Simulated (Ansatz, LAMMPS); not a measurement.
**Glassy 72SiO2-17Al2O3-6BaO-6ZnO (mol %) (116 atoms): geometry optimisation**

How does glassy 72SiO2-17Al2O3-6BaO-6ZnO (mol %) (116 atoms) relax, and what do bonds, charges and levels look like afterwards?

Calculated with Ansatz 0.2.0; Kohn-Sham DFT, RPBE, PAW (set soft_2), plane waves.

## (1) Starting point

The cell holds 116 atoms: 26 Si, 12 Al, 2 Ba, 2 Zn and 74 O. Cell: a = 11.555 Å, b = 11.555 Å, c = 11.555 Å, α = 90.0°, β = 90.0°, γ = 90.0°. 116 atoms (26 Si, 12 Al, 2 Ba, 2 Zn, 74 O) placed at random at 2.85 g/cm³, melted at 4000 K for 10 ps at fixed volume with the Morse and Coulomb pair potential with partial charges (Pedone, Malavasi, Menziani, Cormack and Segre, J. Phys. Chem. B 110, 11780 (2006)). Quenched from 4000 K to 300 K at 50 K/ps and fixed volume, held 5 ps.

What the set-up can't give: The quench rate of 50 K/ps far exceeds what a furnace or splat quench reaches, so expect more defects and frozen-in strain than in a real sample. The network of bonds at the start is that of the classical potential that made the cell. The Brillouin zone is sampled at Γ only, in a cell whose shortest periodic width is 12 Å. The levels lack spin–orbit coupling, which is large for the heavy elements here.

## (2) Making the structure

A classical potential makes the cell, at a small fraction of what the same run would cost in DFT.

This step: classical MD, Morse and Coulomb pair potential with partial charges (Pedone, Malavasi, Menziani, Cormack and Segre, J. Phys. Chem. B 110, 11780 (2006)) (LAMMPS 22 Jul 2025 - Update 4).

in.lmp reads:

```
# melt-quench of Si26Al12Ba2Zn2O74
units metal
atom_style charge
boundary p p p
region box block 0 11.5551 0 11.5551 0 11.5551
create_box 5 box
mass 1 28.0850   # Si
mass 2 26.9815   # Al
mass 3 137.3270   # Ba
mass 4 65.3800   # Zn
mass 5 15.9990   # O
create_atoms 1 random 26 472057 NULL overlap 1.5 maxtry 2000
create_atoms 2 random 12 472064 NULL overlap 1.5 maxtry 2000
create_atoms 3 random 2 472071 NULL overlap 1.5 maxtry 2000
create_atoms 4 random 2 472078 NULL overlap 1.5 maxtry 2000
create_atoms 5 random 74 472085 NULL overlap 1.5 maxtry 2000
pair_style hybrid/overlay pedone 5.5 coul/long 8.0
pair_coeff * * coul/long
pair_coeff 1 5 pedone 0.340554 2.006700 2.100000 1   # Si-O
pair_coeff 2 5 pedone 0.361581 1.900442 2.164818 0.9   # Al-O
pair_coeff 3 5 pedone 0.065011 1.547596 3.393410 5   # Ba-O
pair_coeff 4 5 pedone 0.001221 3.150679 2.851850 1   # Zn-O
pair_coeff 5 5 pedone 0.042395 1.379316 3.618701 22   # O-O
set type 1 charge 2.4
set type 2 charge 1.8
set type 3 charge 1.2
set type 4 charge 1.2
set type 5 charge -1.2
kspace_style pppm 1.0e-4
neigh_modify delay 0 every 1 check yes
thermo_style custom step time temp pe press density
thermo_modify norm yes
timestep 0.002
thermo 100
# [... 15 lines left out ...]
fix md all nvt temp 4000 300 0.2
run 37000 post no
unfix md
thermo 1250
fix md all nvt temp 300 300 0.2
run 2500 post no
unfix md
write_dump all custom glass.dump id type xs ys zs modify sort id
```

Command:

```sh
$ lmp -in in.lmp -log none -nocite
```

Numbers of over 12 decimals in the logs are rounded to 6 here.

What it wrote:

```text
LAMMPS (22 Jul 2025 - Update 4)
Created orthogonal box = (0 0 0) to (11.5551 11.5551 11.5551)
Created 26 atoms
Created 12 atoms
Created 2 atoms
Created 2 atoms
Created 74 atoms
PPPM initialization ...
  G vector (1/distance) = 0.37697242
  grid = 12 12 12
  estimated relative force accuracy = 7.9666718e-05
   Step          Time           Temp          PotEng         Press         Density
         0   0              0             -1.9373002      611463.8       2.8449785
        96   0.192          0             -15.827328     -13356.43       2.8449785
Loop time of 0.0757328 s on 1 MPI rank(s) for 96 steps with 116 atoms
Minimization stats:
  Stopping criterion = energy tolerance
  Energy initial, next-to-last, final =
      -1.9373002402529  -15.8259866918627  -15.8273279243632
  Force two-norm initial, final = 353.75901 2.8875812
  Iterations, force evaluations = 96 111
   Step          Time           Temp          PotEng         Press         Density
         0   0              4000          -15.827328      27807.843      2.8449785
       500   1              2201.0533     -15.565327     -9411.324       2.8449785
      1000   2              2036.9462     -15.603367      10162.803      2.8449785
Loop time of 0.521078 s on 1 MPI rank(s) for 1000 steps with 116 atoms
   Step          Time           Temp          PotEng         Press         Density
      1000   2              2036.9462     -15.603367      10162.803      2.8449785
      1666   3.332          4503.9277     -15.261293     -14880.297      2.8449785
      2499   4.998          3754.2269     -15.304057      55783.102      2.8449785
      3332   6.664          4089.7883     -15.18582       79766.661      2.8449785
      4165   8.33           5218.1725     -15.212601      3753.2983      2.8449785
      4998   9.996          3874.2895     -15.192182      58369.237      2.8449785
      5831   11.662         4419.0283     -15.274589      36177.889      2.8449785
[... 1 line left out ...]
Loop time of 2.73972 s on 1 MPI rank(s) for 5000 steps with 116 atoms
   Step          Time           Temp          PotEng         Press         Density
[... 12 lines left out ...]
Loop time of 19.1217 s on 1 MPI rank(s) for 37000 steps with 116 atoms
   Step          Time           Temp          PotEng         Press         Density
     43000   86             295.66597     -15.920534      1665.9137      2.8449785
     43750   87.5           293.58832     -15.91875      -5979.1036      2.8449785
     45000   90             318.68937     -15.922783     -4917.9732      2.8449785
     45500   91             286.04014     -15.915827     -6884.7077      2.8449785
Loop time of 1.18982 s on 1 MPI rank(s) for 2500 steps with 116 atoms
```

It took 24 s on 1 thread of Arm Neoverse V1, shared host; peak memory 0.071 GiB.

## (3) Single point at the start

A single point comes first, to see the forces before anything moves.

input.yaml reads:

```yaml
crystal:
  lattice:
    - [11.5551, 0.0, 0.0]
    - [0.0, 11.5551, 0.0]
    - [0.0, 0.0, 11.5551]
  atoms:
    - { symbol: Si, position: [0.18469, 0.8577, 0.87679] }
    - { symbol: Si, position: [0.18665, 0.0517, 0.06331] }
    - { symbol: Si, position: [0.20385, 0.10637, 0.31495] }
    - { symbol: Si, position: [0.22875, 0.51542, 0.55267] }
    - { symbol: Si, position: [0.02218, 0.69969, 0.52482] }
    - { symbol: Si, position: [0.46258, 0.07906, 0.10515] }
    - { symbol: Si, position: [0.93029, 0.58306, 0.72648] }
    - { symbol: Si, position: [0.42444, 0.46682, 0.36924] }
    - { symbol: Si, position: [0.43099, 0.68119, 0.14176] }
    - { symbol: Si, position: [0.44332, 0.6537, 0.67307] }
    - { symbol: Si, position: [0.74403, 0.62401, 0.92006] }
    - { symbol: Si, position: [0.35704, 0.41243, 0.92431] }
    - { symbol: Si, position: [0.3557, 0.99918, 0.72907] }
    - { symbol: Si, position: [0.11116, 0.93278, 0.63914] }
    - { symbol: Si, position: [0.48464, 0.23602, 0.51907] }
    - { symbol: Si, position: [0.70302, 0.17281, 0.66103] }
    - { symbol: Si, position: [0.15025, 0.59267, 0.89694] }
    - { symbol: Si, position: [0.61145, 0.24682, 0.22147] }
    - { symbol: Si, position: [0.57704, 0.47715, 0.05871] }
    - { symbol: Si, position: [0.95299, 0.64826, 0.26542] }
    - { symbol: Si, position: [0.92993, 0.31714, 0.68783] }
    - { symbol: Si, position: [0.87484, 0.81353, 0.08317] }
    - { symbol: Si, position: [0.16768, 0.54762, 0.14872] }
    - { symbol: Si, position: [0.87861, 0.97103, 0.88309] }
    - { symbol: Si, position: [0.50669, 0.77359, 0.90124] }
    - { symbol: Si, position: [0.01045, 0.14407, 0.50456] }
    - { symbol: Al, position: [0.31254, 0.31869, 0.16783] }
    - { symbol: Al, position: [0.54037, 0.88077, 0.56555] }
    - { symbol: Al, position: [0.52272, 0.72803, 0.39479] }
    - { symbol: Al, position: [0.26923, 0.28306, 0.69354] }
    - { symbol: Al, position: [0.46764, 0.00439, 0.34536] }
    - { symbol: Al, position: [0.61677, 0.03419, 0.88731] }
    - { symbol: Al, position: [0.45447, 0.20861, 0.89244] }
    - { symbol: Al, position: [0.6927, 0.99319, 0.1875] }
    - { symbol: Al, position: [0.07738, 0.17916, 0.85122] }
    - { symbol: Al, position: [0.76424, 0.1303, 0.40212] }
    - { symbol: Al, position: [0.73601, 0.86349, 0.41354] }
    - { symbol: Al, position: [0.80794, 0.9241, 0.61628] }
    - { symbol: Ba, position: [0.17168, 0.82458, 0.29541] }
    - { symbol: Ba, position: [0.7945, 0.27232, 0.97042] }
    - { symbol: Zn, position: [0.53468, 0.37777, 0.72838] }
    - { symbol: Zn, position: [0.6783, 0.57995, 0.29495] }
    - { symbol: O, position: [0.48455, 0.18905, 0.19434] }
    - { symbol: O, position: [0.36893, 0.35054, 0.80116] }
    - { symbol: O, position: [0.5748, 0.29931, 0.87264] }
    - { symbol: O, position: [0.39932, 0.42285, 0.24363] }
    - { symbol: O, position: [0.78514, 0.88879, 0.14936] }
    - { symbol: O, position: [0.92894, 0.8786, 0.9726] }
    - { symbol: O, position: [0.37075, 0.23468, 0.5906] }
    - { symbol: O, position: [0.7463, 0.10054, 0.55669] }
    - { symbol: O, position: [0.93325, 0.67794, 0.62605] }
    - { symbol: O, position: [0.91245, 0.14019, 0.4105] }
    - { symbol: O, position: [0.68051, 0.86412, 0.58252] }
    - { symbol: O, position: [0.80975, 0.70893, 0.01656] }
    - { symbol: O, position: [0.31718, 0.01147, 0.33949] }
    - { symbol: O, position: [0.52831, 0.98059, 0.18349] }
    - { symbol: O, position: [0.61531, 0.36401, 0.14512] }
    - { symbol: O, position: [0.96318, 0.70189, 0.39152] }
    - { symbol: O, position: [0.54668, 0.90476, 0.88974] }
    - { symbol: O, position: [0.69006, 0.51014, 0.98458] }
    - { symbol: O, position: [0.68741, 0.24353, 0.33894] }
    - { symbol: O, position: [0.69192, 0.14217, 0.15358] }
    - { symbol: O, position: [0.25768, 0.22105, 0.25552] }
    - { symbol: O, position: [0.0975, 0.81802, 0.55457] }
    - { symbol: O, position: [0.30162, 0.91696, 0.83018] }
    - { symbol: O, position: [0.09803, 0.88805, 0.77172] }
    - { symbol: O, position: [0.24997, 0.49522, 0.90121] }
    - { symbol: O, position: [0.02265, 0.02883, 0.59863] }
    - { symbol: O, position: [0.75834, 0.02007, 0.93908] }
    - { symbol: O, position: [0.5258, 0.89497, 0.42143] }
    - { symbol: O, position: [0.16123, 0.93482, 0.99619] }
    - { symbol: O, position: [0.91069, 0.45842, 0.67185] }
    - { symbol: O, position: [0.44861, 0.73243, 0.78549] }
    - { symbol: O, position: [0.0534, 0.58827, 0.79967] }
    - { symbol: O, position: [0.55053, 0.59408, 0.13622] }
    - { symbol: O, position: [0.1414, 0.04559, 0.20191] }
    - { symbol: O, position: [0.83921, 0.92596, 0.75138] }
    - { symbol: O, position: [0.29509, 0.62191, 0.13971] }
    [... 32 atom lines left out ...]
    - { symbol: O, position: [0.52163, 0.10797, 0.99063] }
    - { symbol: O, position: [0.17192, 0.18716, 0.75035] }
    - { symbol: O, position: [0.96306, 0.08111, 0.86428] }
    - { symbol: O, position: [0.48025, 0.35311, 0.43515] }
    - { symbol: O, position: [0.44657, 0.75604, 0.02697] }
    - { symbol: O, position: [0.24367, 0.98055, 0.63904] }
kpoints:
  mp_grid: { grid: [1, 1, 1] }
hamiltonian:
  xc: rpbe
scf:
  occupations: { method: fixed }
output:
  forces: true
  stress: true
  populations: true
  dos:
    method: { smearing: { sigma: 0.15 } }
    de: 0.1
    projected: { site_lists: { Al: [Al], Ba: [Ba], O: [O], Si: [Si], Zn: [Zn] } }
  eigenvalues: true
```

Command:

```sh
$ ansatz run input.yaml --threads 4 --pin off --max-ram 8192MiB --backend cpu --events-out ev --progress --plain --runs-dir out
```

What it wrote:

```text
Engine: ansatz 0.2.0, aarch64-unknown-linux-gnu
Pseudopotentials: kind: paw
Pseudopotential: Si, paw, valence charge 4, recommended cutoff 420 eV (normal), Si.paw.azcp
Pseudopotential: Al, paw, valence charge 3, recommended cutoff 420 eV (normal), Al.paw.azcp
Pseudopotential: Ba, paw, valence charge 10, recommended cutoff 420 eV (normal), Ba.paw.azcp
Pseudopotential: Zn, paw, valence charge 12, recommended cutoff 420 eV (normal), Zn.paw.azcp
Pseudopotential: O, paw, valence charge 6, recommended cutoff 420 eV (normal), O.paw.azcp
[... 5 lines on functional and potentials left out ...]
Crystal: 116 atoms, lattice volume = 1542.841 Å³
Basis set: ecut = 420 eV, 30095 PW (Γ), exchange–correlation on 160×160×160 points (8 copies of the dense FFT grid, shifted against one another)
Bands: 430, of which v1, the nominal top of the filled ones, is band 314 counted from 1 (313 counted from 0)
Symmetry: 1 space group operations
Space group: P1 (ITA 1), of the structure as read, at distance tolerance 1.2e-4 Å
k-points: 1
[... 16 lines on functional and potentials left out ...]
Initial density: superposition of atomic densities (neutral atoms: chi_scale 0, normalization atom), corrected by the library's trained network
Initial wavefunctions: pseudopotential atomic-orbital guess
Functional: x = rpbe, c = pbe(β = 0.066725)
SCF iter   1: F=—  HF=-83900.056526 eV  |F-HF|=—  |Δ(HF+E_count)|=         —  Δρ=4.33e-3  dr2=3.49e-1  ethr=1.77e-3  ⟨swp⟩=4.0  Hψ=1691  notcnv=0  defer=114
preconditioner: auto → Resta (q_TF=auto, 2.349 Å⁻¹)  ε∞=3.2  [insulator: Δε(μ)=3.147 eV  Ē_g=15.821 eV  n_scr=340 (ndim 8)  ℏωp=23.6 eV  f_vac=0.148  ε∞_Penn≈3.2]
SCF iter   2: F=—  HF=-83900.012921 eV  |F-HF|=—  |Δ(HF+E_count)|=   4.36e-2  Δρ=2.21e-3  dr2=6.26e-2  ethr=5.56e-5  ⟨swp⟩=2.0  Hψ=739  notcnv=0  defer=114
SCF iter   3: F=—  HF=-83900.014469 eV  |F-HF|=—  |Δ(HF+E_count)|=   1.55e-3  Δρ=9.06e-4  dr2=1.72e-2  ethr=9.97e-6  ⟨swp⟩=3.0  Hψ=569  notcnv=0  defer=114
SCF iter   4: F=—  HF=-83900.015046 eV  |F-HF|=—  |Δ(HF+E_count)|=   5.77e-4  Δρ=3.51e-4  dr2=1.71e-3  ethr=2.73e-6  ⟨swp⟩=3.0  Hψ=569  notcnv=0  defer=114
SCF iter   5: F=—  HF=-83900.015061 eV  |F-HF|=—  |Δ(HF+E_count)|=   1.45e-5  Δρ=1.50e-4  dr2=3.68e-4  ethr=2.72e-7  ⟨swp⟩=2.0  Hψ=567  notcnv=0  defer=114
SCF iter   6: F=—  HF=-83900.015186 eV  |F-HF|=—  |Δ(HF+E_count)|=   1.25e-4  Δρ=6.90e-5  dr2=7.07e-5  ethr=5.86e-8  ⟨swp⟩=2.0  Hψ=567  notcnv=0  defer=113
SCF iter   7: F=—  HF=-83900.016009 eV  |F-HF|=—  |Δ(HF+E_count)|=   8.23e-4  Δρ=2.26e-5  dr2=8.36e-6  ethr=1.13e-8  ⟨swp⟩=2.0  Hψ=728  notcnv=0  defer=110
SCF iter   8: F=—  HF=-83900.016009 eV  |F-HF|=—  |Δ(HF+E_count)|=   4.04e-7  Δρ=9.52e-6  dr2=1.47e-6  ethr=1.33e-9  ⟨swp⟩=2.0  Hψ=565  notcnv=0  defer=110
SCF iter   9: F=—  HF=-83900.016009 eV  |F-HF|=—  |Δ(HF+E_count)|=   2.94e-7  Δρ=5.41e-6  dr2=4.00e-7  ethr=2.33e-10  ⟨swp⟩=2.0  Hψ=565  notcnv=0  defer=110
SCF iter  10: F=-83900.016009 eV  HF=-83900.016009 eV  |F-HF|=3.94e-8  |Δ(HF+E_count)|=   1.60e-7  Δρ=1.28e-6  dr2=2.62e-8  ethr=1.59e-11  ⟨swp⟩=17.0  Hψ=3511  notcnv=0
SCF 1 converged in 10 iterations: F = -83900.016009 eV  dr2 = 2.62e-8
  greatest PAW one-centre occupation: 0.990 electrons in one spin orbital (limit 2), on the Zn atom at site 41 (counted from 0), in its partial waves of l = 2
SCF converged after 10 iterations
Free energy (F): -83900.016009 eV
Harris-Foulkes:  -83900.016009 eV  (|F-HF|=3.94e-8)
Internal energy: -83900.016009 eV  (E = F + TS)
E sigma→0 (E₀):  -83900.016009 eV
Fermi energy:    4.343200 eV
--- Per-component energies (eV) ---
  E_band       = -2270.626145
  E_kinetic    = 15355.585309
  E_local      = -47524.290459  (includes V_loc(G=0)·N_el)
  E_nonlocal   = 5579.985433
  E_hartree    = 18503.537876
  E_xc         = -8094.497071
  E_vxc        = -9016.266294  (∫ρ·V_xc dr)
  E_paw        = -45074.358388  (= ΣΔE_a)
  E_vpaw       = -3672.904807  (= ΣTr[D̂ρ^β])
  E_aug_tail   = 0.187116  (compensation charges beyond the density's cutoff)
  E_ewald      = -22643.540547
  E_core_change = -2.625279  (= ΣΔE_core)
  E_smearing   = -0.000000  (= −TS)
  E_closure    = 0.000000  (closes the sum)
  Σ components = -83900.016009   (vs F -83900.016009, Δ=0.00e0)
--- Forces (eV/Å), atoms counted from 1 ---
  atom   1  Si     0.67874521     3.09901114    -0.47348950
  atom   2  Si     1.12911294     2.03905411    -0.13766914
  atom   3  Si     4.60383586     1.18229091    -2.33129508
  atom   4  Si     2.17173690     1.85955734     2.03231631
  atom   5  Si     0.94578215     0.71579120    -1.78763079
  atom   6  Si    -0.83306247    -0.47743632     3.92056065
  atom   7  Si     1.36465234    -1.03712474     1.66901907
  atom   8  Si     0.58024197    -2.98205177     1.03250476
  atom   9  Si    -1.44110431    -2.98303138    -0.81187957
  atom  10  Si    -1.62090313    -4.87204551    -0.45824892
  atom  11  Si    -1.48565364     3.16171421     3.36168728
  atom  12  Si    -0.44889215    -0.42816505     1.64603525
  atom  13  Si    -1.38893583     0.12316791    -0.16072222
  atom  14  Si     2.31933092    -0.33961429     0.87963601
[...]
atom 115  O     -0.63432720     0.58279230    -0.65626917
  atom 116  O     -0.02450474     0.60457111    -1.40273545
  max |Σ_I F_I| component: 1.50e-4 eV/Å
--- Stress (GPa, compression-positive) ---
        8.997961       0.138779      -1.734848
        0.138769       9.073588       0.804047
       -1.734851       0.804046       9.713207
  P = ⅓ Tr σ = 9.2616 GPa (92.616 kbar)
--- Band table (eV) ---
  k-point 0: bands = ["-23.2833", "-22.5288", "-17.0820", "-16.8836", [... 414 levels ...], "13.8630", "13.9315", "13.9481", "13.9717", "13.9839", "14.0437", "14.0608", "14.1132", "14.1386", "14.1484", "14.2326", "14.2705"]
--- Löwdin populations: 116 sites ---
  site symbol       q [e]
     0     Si      2.1871
     1     Si      2.2446
     2     Si      2.2526
[...]
115      O      6.7960
  spilling = 0.011965 (of n_electrons = 628.000000)
```

It took 39 s on 4 threads of Arm Neoverse V1, shared host; peak memory 2.2 GiB.

Read from the output:

- free energy: -83900.0160 eV
- free energy per atom: -723.2760 eV/atom
- SCF cycles: 10
- pressure: 9.262 GPa
- r.m.s. force component: 1.427 eV/Å
- longest force: 5.335 eV/Å
- Fermi energy: 4.343 eV
- gap (highest filled to lowest empty level): 2.897 eV
- spilling of the projection: 0.01196

The r.m.s. force component of 1.4 eV/Å and the pressure of 9.3 GPa set the starting point.

Neighbours are counted within 2.12 Å (O-Si), 2.38 Å (O-Al), 3.43 Å (O-Ba), 2.33 Å (O-Zn).

Length of the force by element and coordination:

```
element  coordination  atoms  mean length of the force (eV/Å)  spread  least   most
     Al           all     12                             2.03   0.714  0.946   3.08
     Al             4     10                             2.08   0.739  0.946   3.08
     Al             5      2                             1.82   0.525   1.30   2.34
     Ba           all      2                            0.673  0.0088  0.664  0.682
      O           all     74                             2.02   0.974  0.301   5.33
      O             2     46                             1.91   0.937  0.301   5.33
      O             3     27                             2.23    1.01  0.684   4.75
      O             4      1                             1.55       0   1.55   1.55
     Si           all     26                             3.10    1.03   1.40   5.29
     Zn           all      2                             1.23   0.119   1.11   1.35
     Zn             3      1                             1.11       0   1.11   1.11
     Zn             4      1                             1.35       0   1.35   1.35
```

(Continued in part 2 of 3.)

[Logs are printed without paths, hosts, clocks, repeated set-up lines and the standing remarks that a program may print on its own settings, such as how far it seeks lower states.]

[Hosts, paths, dates, database ids (printed as entryN), source tags and the programs' standing remarks are cut or masked in the printed files.]
